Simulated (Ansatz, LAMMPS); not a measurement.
# Amorphous 50SiO2-50GeO2 (mol %) (96 atoms): geometry optimisation, part 2 of 3

How does amorphous 50SiO2-50GeO2 (mol %) (96 atoms) relax, and what do bonds, charges and levels look like afterwards?

Ansatz 0.2.0; Kohn-Sham DFT, PBE, PAW (set soft_2), plane waves.

The cell: 16 Si, 16 Ge and 64 O. The quench rate of 50 K/ps far exceeds what a furnace or splat quench reaches. The network of bonds at the start is that of the classical potential that made the cell. Sampling is at Γ alone, for a cell whose shortest periodic width is 11 Å.

So far. Step 4 (Cell and atoms relaxed): The relaxation changed the energy by -77.3 meV/atom, and atoms moved by 0.33 Å r.m.s., 0.83 Å at most.

## 6. Single point at the relaxed geometry

The electronic structure is read at the final geometry, in a run of its own.

File input.yaml:

```yaml
crystal:
  lattice:
    - [10.97876, -0.15559, -0.09718]
    - [-0.15559, 11.07587, -0.14592]
    - [-0.09718, -0.14592, 11.50122]
  atoms:
    - { symbol: Si, position: [0.49539, 0.23535, 0.64042] }
    - { symbol: Si, position: [0.45471, 0.15464, 0.89405] }
    - { symbol: Si, position: [0.82764, 0.11862, 0.68593] }
    - { symbol: Si, position: [0.22315, 0.96264, 0.2216] }
    - { symbol: Si, position: [0.71909, 0.88688, 0.73154] }
    - { symbol: Si, position: [0.10358, 0.84213, 0.43713] }
    - { symbol: Si, position: [0.45883, 0.61063, 0.37786] }
    - { symbol: Si, position: [0.80222, 0.3102, 0.89996] }
    - { symbol: Si, position: [0.09515, 0.75642, 0.98327] }
    - { symbol: Si, position: [0.03275, 0.36129, 0.02084] }
    - { symbol: Si, position: [0.71729, 0.70868, 0.13759] }
    - { symbol: Si, position: [0.61561, 0.4746, 0.7678] }
    - { symbol: Si, position: [0.08241, 0.46094, 0.62512] }
    - { symbol: Si, position: [0.85686, 0.33678, 0.51694] }
    - { symbol: Si, position: [0.85093, 0.8921, 0.978] }
    - { symbol: Si, position: [0.53105, 0.5086, 0.13182] }
    - { symbol: Ge, position: [0.09705, 0.98452, 0.66944] }
    - { symbol: Ge, position: [0.6759, 0.53781, 0.52869] }
    - { symbol: Ge, position: [0.20524, 0.22969, 0.62904] }
    - { symbol: Ge, position: [0.05214, 0.23572, 0.37065] }
    - { symbol: Ge, position: [0.55143, 0.15677, 0.37214] }
    - { symbol: Ge, position: [0.64218, 0.23282, 0.1079] }
    - { symbol: Ge, position: [0.81591, 0.79051, 0.50017] }
    - { symbol: Ge, position: [0.30158, 0.22958, 0.26682] }
    - { symbol: Ge, position: [0.17359, 0.58461, 0.41241] }
    - { symbol: Ge, position: [0.5872, 0.86356, 0.34982] }
    - { symbol: Ge, position: [0.99734, 0.08913, 0.13193] }
    - { symbol: Ge, position: [0.17607, 0.7058, 0.7583] }
    - { symbol: Ge, position: [0.31916, 0.36118, 0.01894] }
    - { symbol: Ge, position: [0.47953, 0.72478, 0.81577] }
    - { symbol: Ge, position: [0.35735, 0.90304, 0.99906] }
    - { symbol: Ge, position: [0.98205, 0.59543, 0.18381] }
    - { symbol: O, position: [0.76633, 0.64372, 0.45437] }
    - { symbol: O, position: [0.76839, 0.78661, 0.03241] }
    - { symbol: O, position: [0.98345, 0.11464, 0.28419] }
    - { symbol: O, position: [0.17078, 0.40379, 0.98523] }
    - { symbol: O, position: [0.57212, 0.18193, 0.52711] }
    - { symbol: O, position: [0.58072, 0.3739, 0.12751] }
    - { symbol: O, position: [0.83187, 0.64351, 0.20204] }
    - { symbol: O, position: [0.93752, 0.42469, 0.60763] }
    - { symbol: O, position: [0.10724, 0.84582, 0.7368] }
    - { symbol: O, position: [0.77897, 0.25994, 0.03239] }
    - { symbol: O, position: [0.09441, 0.59892, 0.67045] }
    - { symbol: O, position: [0.83361, 0.20476, 0.57318] }
    - { symbol: O, position: [0.10398, 0.19425, 0.50996] }
    - { symbol: O, position: [0.15291, 0.45852, 0.49996] }
    - { symbol: O, position: [0.65869, 0.17448, 0.25141] }
    - { symbol: O, position: [0.03898, 0.22104, 0.06043] }
    - { symbol: O, position: [0.0429, 0.58534, 0.32382] }
    - { symbol: O, position: [0.9526, 0.04298, 0.69699] }
    - { symbol: O, position: [0.92576, 0.32608, 0.39252] }
    - { symbol: O, position: [0.77796, 0.92176, 0.85936] }
    - { symbol: O, position: [0.26063, 0.08088, 0.30363] }
    - { symbol: O, position: [0.17493, 0.72575, 0.48719] }
    - { symbol: O, position: [0.39594, 0.49785, 0.06606] }
    - { symbol: O, position: [0.11607, 0.64698, 0.88861] }
    - { symbol: O, position: [0.8131, 0.80428, 0.65365] }
    - { symbol: O, position: [0.3367, 0.71444, 0.73817] }
    - { symbol: O, position: [0.15986, 0.86633, 0.30845] }
    - { symbol: O, position: [0.80341, 0.20216, 0.80183] }
    - { symbol: O, position: [0.55931, 0.14675, 0.99827] }
    - { symbol: O, position: [0.71073, 0.89463, 0.44687] }
    - { symbol: O, position: [0.51053, 0.0017, 0.34868] }
    - { symbol: O, position: [0.54682, 0.36946, 0.68582] }
    - { symbol: O, position: [0.58555, 0.81546, 0.73754] }
    - { symbol: O, position: [0.19857, 0.10259, 0.71938] }
    - { symbol: O, position: [0.98167, 0.83862, 0.94799] }
    - { symbol: O, position: [0.32834, 0.24142, 0.11794] }
    - { symbol: O, position: [0.17148, 0.31452, 0.29797] }
    - { symbol: O, position: [0.36817, 0.03411, 0.91565] }
    - { symbol: O, position: [0.647, 0.80536, 0.21987] }
    - { symbol: O, position: [0.31742, 0.56827, 0.35274] }
    - { symbol: O, position: [0.12488, 0.99613, 0.11931] }
    - { symbol: O, position: [0.38491, 0.28542, 0.89918] }
    - { symbol: O, position: [0.15087, 0.35942, 0.7026] }
    - { symbol: O, position: [0.7006, 0.55371, 0.68004] }
    - { symbol: O, position: [0.98121, 0.44828, 0.1245] }
    - { symbol: O, position: [0.4734, 0.75815, 0.39108] }
    [... 12 atom lines left out ...]
    - { symbol: O, position: [0.69944, 0.40915, 0.86598] }
    - { symbol: O, position: [0.43804, 0.26449, 0.34332] }
    - { symbol: O, position: [0.52784, 0.55483, 0.26669] }
    - { symbol: O, position: [0.95524, 0.81979, 0.432] }
    - { symbol: O, position: [0.5241, 0.57203, 0.8294] }
    - { symbol: O, position: [0.62478, 0.60654, 0.0756] }
kpoints:
  mp_grid: { grid: [1, 1, 1] }
hamiltonian:
  xc: pbe
scf:
  occupations: { method: fermi_dirac, width: 0.025 }
output:
  forces: true
  stress: true
  populations: true
  dos:
    method: { smearing: { sigma: 0.08 } }
    de: 0.05
    projected: { site_lists: { Ge: [Ge], O: [O], Si: [Si] } }
  eigenvalues: true
  write_density: true
  write_potential: true
  volumetric_format: npy
```

The run is started by

```sh
$ ansatz run input.yaml --threads 4 --pin off --max-ram 8192MiB --backend cpu --events-out ev --progress --plain --runs-dir out
```

Elapsed: 23 s, on 4 threads of Arm Neoverse V2, shared host; peak memory 1.9 GiB; 89 s of CPU time.

The program notes that the exchange-correlation potential is rough where the density is thin.

Read from the output:

```
free energy                                      : -115252.2385 eV
free energy per atom                             : -1200.5442 eV/atom
SCF cycles                                       : 9
pressure                                         : -0.02092 GPa
r.m.s. force component                           : 0.00326 eV/Å
longest force                                    : 0.01212 eV/Å
Fermi energy                                     : 4.061 eV
gap (highest filled to lowest empty level) : 3.324 eV
spilling of the projection                       : 0.008519
```

Löwdin charges by element (they lack the spilled electrons, 0.060 e an atom on average):

| element | coordination | atoms | mean charge (e) | spread | least | most |
| --- | --- | --- | --- | --- | --- | --- |
| Ge | all | 16 | 1.62 | 0.0173 | 1.58 | 1.65 |
| O | all | 64 | -0.756 | 0.0215 | -0.799 | -0.714 |
| Si | all | 16 | 1.76 | 0.0121 | 1.74 | 1.79 |

Charge against the make-up of the first shell:

| Ge neighbours of O | atoms | mean charge (e) |
| --- | --- | --- |
| 0 | 14 | -0.783 |
| 1 | 36 | -0.757 |
| 2 | 14 | -0.728 |

States in the cell by windows of 1 eV, zero at the Fermi level; the larger projections on atomic orbitals stand beside the total:

| from (eV) | to (eV) | total | O p | Ge p | Ge s |
| --- | --- | --- | --- | --- | --- |
| -10 | -9 | 15.1 | 9.4 | 0.4 | 2.3 |
| -9 | -8 | 18.7 | 12.2 | 0.8 | 1.9 |
| -8 | -7 | 15.4 | 11.0 | 1.1 | 0.5 |
| -7 | -6 | 53.4 | 40.3 | 6.6 | 0.2 |
| -6 | -5 | 15.2 | 11.6 | 1.8 | 0.1 |
| -5 | -4 | 54.6 | 45.5 | 2.3 | 0.2 |
| -4 | -3 | 77.6 | 71.1 | 1.5 | 0.2 |
| -3 | -2 | 100.0 | 96.1 | 0.9 | 0.1 |
| -2 | -1 | 18.3 | 17.9 | 0.1 | 0.0 |
| -1 | 1 | 0.0 | 0.0 | 0.0 | 0.0 |
| 1 | 2 | 2.0 | 0.4 | 0.1 | 0.9 |
| 2 | 3 | 4.0 | 1.0 | 0.3 | 1.7 |
| 3 | 4 | 13.8 | 3.4 | 1.3 | 5.6 |
| 4 | 5 | 10.3 | 2.5 | 1.4 | 3.5 |

Between -26 and -10 eV lie 304 more states.

The levels nearest the highest filled one (over half full), pooled over k-points and spins:

| level less the highest filled one (eV) | occupation |
| --- | --- |
| -0.290 | 2 |
| -0.249 | 2 |
| -0.241 | 2 |
| -0.160 | 2 |
| -0.116 | 2 |
| 0 | 2 |
| 3.32 | 0 |
| 3.99 | 0 |
| 4.51 | 0 |
| 4.77 | 0 |
| 4.91 | 0 |
| 5.10 | 0 |

Valence density in the ab plane at fractional z = 0.124, with atoms of Si and Ge and O within 0.2 Å of it. It is the smooth field of the valence electrons, not physical close to the nuclei.

Ten steps, logarithmic in the rise over the least value, from '_' (0 e/Å³) to '@' (31 e/Å³), each cell a mean:
```
__..==++**==::....::----::..______________________..::::....__
____..----::....::==++++--..__________________________________
________________..--++++--..__________________________________
__________________..::::..____________________________________
________________________________________............__________
..::----..____________________________..............__________
::++**++--..__________________________......__......________..
--++**++--..________________________..::::..............____..
::------..________________________..------::......::::......::
::....__________________________..::--==--::..__..........::--
::..__________________..::::......::::--::..____________..::::
--::________________..::----::..____......______________..::--
++--..______________..::--::::....::::..________________::++**
++--..________________..........::====--..______________::++**
--::..________________________..==****++::______________..::--
..________________......______..--++**==::..________________..
....____________..------..______..::------::..________________
..::....______..--++**++--..______..--##%%++::....__________..
::--::..______..--++**++--________..==%%@@**::..____________..
::::::..________..----::..________..::====::..____________....
++--..________________________________....________________::==
@@**::....____________________________________________....==@@
##==----==::..____________________________________..::::::--##
::::==****++::..____....__________________________..----::::::
```
Columns run along a (11.0 Å), rows up along b (11.1 Å). Atoms in or near the plane, at fractional coordinates: Si at (0.72, 0.71), Si at (0.53, 0.51), Ge at (0.64, 0.23), Ge at (0.00, 0.09), O at (0.58, 0.37), O at (0.33, 0.24), O at (0.12, 0.00), O at (0.98, 0.45), O at (0.08, 0.70).

Electrostatic potential energy in the ab plane at fractional z = 0.124, with atoms of Si and Ge and O within 0.2 Å of it. With pseudopotentials it is smooth inside the atoms' cores, unlike the true potential.

Ten even steps from '_' (-40 eV) to '@' (10 eV), each cell a mean:
```
%%%%++..__--##%%%%%%****%%@@@@@@@@@@@@@@@@@@@@@@@@@@@@%%@@@@%%
@@@@@@####%%%%%%%%++....++@@@@@@@@@@@@@@@@@@@@@@@@@@@@@@@@@@@@
@@@@@@@@@@@@@@@@@@**::::**@@@@@@@@@@@@@@@@@@@@@@@@@@@@@@@@@@@@
@@@@@@@@@@@@@@@@@@@@%%%%@@@@@@@@@@@@@@@@@@@@@@@@@@@@@@@@@@@@@@
@@@@@@@@@@@@@@@@@@@@@@@@@@@@@@@@@@@@@@@@%%%%##%%%%@@@@@@@@@@@@
@@%%####@@@@@@@@@@@@@@@@@@@@@@@@@@@@@@%%**--::--**%%@@@@@@@@@@
%%::__..##@@@@@@@@@@@@@@@@@@@@@@@@@@@@##--______--##@@@@@@@@@@
##::__..##@@@@@@@@@@@@@@@@@@@@@@@@@@@@##==______==%%@@@@@@%%%%
++****##@@@@@@@@@@@@@@@@@@@@@@@@@@@@##++++++==**##%%@@%%%%**++
--**%%@@@@@@@@@@@@@@@@@@@@@@%%##**##++==++%%%%@@@@@@@@%%##==--
++##%%@@@@@@@@@@@@@@@@@@@@%%**::__..==##%%@@@@@@@@@@@@@@##**==
**%%@@@@@@@@@@@@@@@@@@%%**##==______::##@@@@@@@@@@@@@@@@%%##++
..**@@@@@@@@@@@@@@@@@@%%####**..____==##@@@@@@@@@@@@@@@@%%--__
..**@@@@@@@@@@@@@@@@@@@@@@%%%%##++----**@@@@@@@@@@@@@@@@%%--__
**%%%%@@@@@@@@@@%%%%%%%%@@@@@@%%++____::%%@@@@@@@@@@@@@@@@%%**
%%%%%%@@@@@@@@@@%%%%%%%%@@@@@@@@##..__--##%%@@@@@@@@@@@@@@@@@@
@@@@@@@@@@@@@@@@%%##++##@@@@@@@@@@##++====++##@@@@@@@@@@@@@@@@
@@@@@@@@@@@@@@@@##..__::##@@@@@@%%##--....::++%%@@@@@@@@@@@@@@
%%##%%@@@@@@@@@@##..__::%%@@@@@@%%**::____..++%%@@@@@@@@@@@@@@
**##%%@@@@@@@@@@@@##**%%@@@@@@@@@@##++--::==##%%@@@@@@@@%%%%##
::--**%%@@@@@@@@@@@@@@@@@@@@@@@@@@%%%%######%%@@@@@@@@%%##==::
__..==%%@@@@@@@@@@@@@@@@@@@@@@@@@@@@@@@@@@@@@@@@@@@@@@%%**::__
..::++++++##@@@@@@@@@@@@@@@@@@@@@@@@@@@@@@@@@@@@@@@@%%##**--..
++**==____--%%%%%%@@@@@@@@@@@@@@@@@@@@@@@@@@@@@@@@@@##**####++
```
Columns run along a (11.0 Å; values clipped at the 3rd and 97th percentile), rows up along b (11.1 Å). Atoms in or near the plane, at fractional coordinates: Si at (0.72, 0.71), Si at (0.53, 0.51), Ge at (0.64, 0.23), Ge at (0.00, 0.09), O at (0.58, 0.37), O at (0.33, 0.24), O at (0.12, 0.00), O at (0.98, 0.45), O at (0.08, 0.70).

Mean Löwdin charges: Ge +1.62, O -0.76, Si +1.76 e (they miss 0.85 % of the electrons, so they add up to more than the cell's charge). The charge on O changes by +0.027 e for each Ge neighbour that takes the place of another kind, on average. The largest share in the top eV of filled states is O p (98 % of the projected weight), and in the lowest eV of empty states Ge s (44 % of the projected weight).

Local excerpt of 10 atoms (numbers count through the whole input) about Si11, picked at random; x, y, z are measured from there.

| atom | x | y | z | distance (Å) | bonds | Löwdin charge (e) |
| --- | --- | --- | --- | --- | --- | --- |
| Si11 | 0.00 | 0.00 | 0.00 | 0.00 | 4 | 1.77 |
| O34 | 0.56 | 0.87 | -1.23 | 1.60 | 2 | -0.80 |
| O71 | -0.79 | 1.07 | 0.94 | 1.63 | 2 | -0.78 |
| O96 | -0.99 | -1.11 | -0.69 | 1.64 | 2 | -0.77 |
| O39 | 1.26 | -0.75 | 0.74 | 1.64 | 2 | -0.76 |
| Si16 | -2.01 | -2.19 | -0.02 | 2.97 | 4 | 1.77 |
| O93 | -2.07 | -1.69 | 1.53 | 3.08 | 2 | -0.80 |
| Si15 | 1.45 | 2.03 | -1.88 | 3.13 | 4 | 1.79 |
| Ge32 | 2.92 | -1.30 | 0.52 | 3.24 | 4 | 1.65 |
| Ge26 | -1.47 | 1.70 | 2.43 | 3.31 | 4 | 1.63 |

The column of bonds counts only the pairs O-Ge within 2.17 Å, O-Si within 2.08 Å; other neighbours, such as metal atoms beside each other in a compound, aren't counted, and periodic images can show an atom twice.

(Continued in part 3 of 3.)

[Logs are printed without paths, hosts, clocks, repeated set-up lines and the standing remarks that a program may print on its own settings, such as how far it seeks lower states.]

[Hosts, paths, dates, database ids (printed as entryN), source tags and the programs' standing remarks are cut or masked in the printed files.]
